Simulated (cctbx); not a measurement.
**Which space group?**

Cell: a = 4.9750 Å, b = 4.9750 Å, c = 9.6540 Å, α = 90.00°, β = 90.00°, γ = 90.00°. Expected content of the cell: Cs2 Br2 Cu2 Cl2.

Simulated single-crystal data (cctbx): Mo Kα, λ = 0.71073 Å, to d = 0.84 Å, 95 % of the full sphere, strongest reflection 40000 counts, noise from counting, a 4 % proportional error and a noise floor of 8 counts (s.d.); no absorption, some extinction.

Tests on the unmerged data give:

```text
1621 reflections to d = 0.840 A
centring   violations  <I/sigma> of those
    A        771 of   805     19.3
    B        776 of   808     19.4
    C        749 of   815     17.2
    I        775 of   826     18.8
    R       1015 of  1090     18.5
    F       1148 of  1214     18.6
Laue class    unique    Rint  (classes that these axes allow; Friedel mates merged)
P -1              845   0.024
P 1 2/m 1         478   0.028
P 1 1 2/m         457   0.028
P 2/m 1 1         479   0.028
P m m m           283   0.030
P 4/m             234   0.031
P 4/m m m         165   0.032
space group    extra absences  I>4sigma  <I/sigma>
P 4 2 2                 0          0         -  acentric
P 4 21 2               12          0      -0.5  acentric
P 4 m m                 0          0         -  acentric
P -4 2 m                0          0         -  acentric
P -4 21 m              12          0      -0.5  acentric
P -4 m 2                0          0         -  acentric
P 4/m m m               0          0         -  centric
P 4/n m m :1           51          0      -0.1  centric
P 4/n m m :2           51          0      -0.1  centric
Wilson B = 0.44 A^2   <|E^2-1|> = 0.736 (0.968 centric, 0.736 acentric)   E^2>4: 1.3 %
shell (A)         n   <I/sigma>
 9.65 - 1.68     28     46.6
 1.68 - 1.33     22     48.2
 1.33 - 1.16     22     56.8
 1.16 - 1.06     19     52.7
 1.06 - 0.98     17     49.1
 0.98 - 0.92     18     64.9
 0.92 - 0.88     20     51.0
 0.88 - 0.84     19     57.5
```

Q: Read the symmetry from these tables.

Every centring test has many violations, so the lattice is primitive.

Rint stays low (0.024 to 0.032) up to P 4/m m m, the highest class in these axes.

9 settings pass the absence test. The most absences obeyed, 51, belong to P 4/n m m alone.

⟨|E²−1|⟩ = 0.736 leans to a non-centrosymmetric structure. Here that hint misleads: the statistic assumes many like atoms on general positions, and few, heavy or special-position atoms break it. The Wilson B of 0.44 Å² means U ≈ 0.0056 Å².

The true group is P4/nmm (no. 129, origin choice 1), Laue class 4/mmm, centrosymmetric. The tables fix it.

This is a model crystal, built by substitution and not relaxed, with assumed displacement parameters.

[Logs are printed without paths, hosts, clocks, repeated set-up lines and the standing remarks that a program may print on its own settings, such as how far it seeks lower states.]
